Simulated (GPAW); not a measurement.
**BaTiO3 (P4mm): how ε∞ follows the gap**

The empty bands of BaTiO3 (P4mm) are shifted up rigidly by Δ, and ε∞ along x is computed for each shift. x, y and z are the Cartesian axes of the input cell.

The structure is tetragonal, space group P4mm (No. 99). The conventional cell has a = 4.000 Å, b = 4.000 Å, c = 4.018 Å, α = 90.00°, β = 90.00°, γ = 90.00°. Around Ba on site a lie 12 O at 2.79 to 2.88 Å. Around Ti on site b lie 6 O at 1.89 to 2.13 Å. O on site c is surrounded by 2 Ti at 2.00 Å. O on site b is surrounded by 2 Ti at 1.89 to 2.13 Å.

Method: GPAW 26.7.0, LDA, RPA, k-mesh 8×8×8, local fields up to 50 eV, Lorentzian half width 0.15 eV.

Launch of the response step: `OMP_NUM_THREADS=1 python df.py`. The series took 7.3 min in all, its band step included, on 1 thread of Arm Neoverse V2, on a shared host.

| Δ (eV) | ε∞ along x |
| --- | --- |
| 0.00 | ? |
| 0.40 | 5.831 |
| 0.80 | 5.538 |
| 1.20 | 5.285 |
| 1.60 | 5.064 |
| 2.00 | 4.870 |

With one effective transition at E₀ and fixed dipole strength, ε∞ − 1 = A/(E₀ + Δ), so 1/(ε∞ − 1) is linear in Δ.

Working, on the rows shown:

| x = Δ (eV) | y = 1/(ε∞ − 1) |
| --- | --- |
| 0.4 | 0.206996 |
| 0.8 | 0.220361 |
| 1.2 | 0.233372 |
| 1.6 | 0.246063 |
| 2 | 0.258398 |

Means: x̄ = 1.2, ȳ = 0.23304. Σ(x − x̄)(y − ȳ) = 0.0514, Σ(x − x̄)² = 1.6. Slope = 0.0514 / 1.6 = 0.03213; intercept = ȳ − slope · x̄ = 0.19449. Turned back into ε∞ along x, the line misses the rows shown by at most 0.0079.

Task: Fill in the last column of the withheld row.

Result: At x = 0 the line gives y = 0.19449, that is 6.142. The run gave 6.178, so the extrapolation is off by 0.036, 3 % of the range in the table.

Refitted with all rows, the slope is 0.03261 and the intercept 0.19377. These give E₀ = intercept/slope = 5.9 eV, far above the least direct gap of 2.00 eV: most of the screening comes from transitions well over the edge. Over the first step ε∞ falls by 14 % per eV. The cell comes from an older database entry, whose edges can be off by a per cent or so. Excitons are left out; LDA gaps are as a rule too small. The values come from a sum over the points of one k-mesh and carry its error, which grows as the direct gap shrinks. This version of GPAW has incomplete matrix elements in the optical limit, which can lower ε − 1 by up to a tenth where first-row anions or d states rule. Spin-orbit coupling is left out.
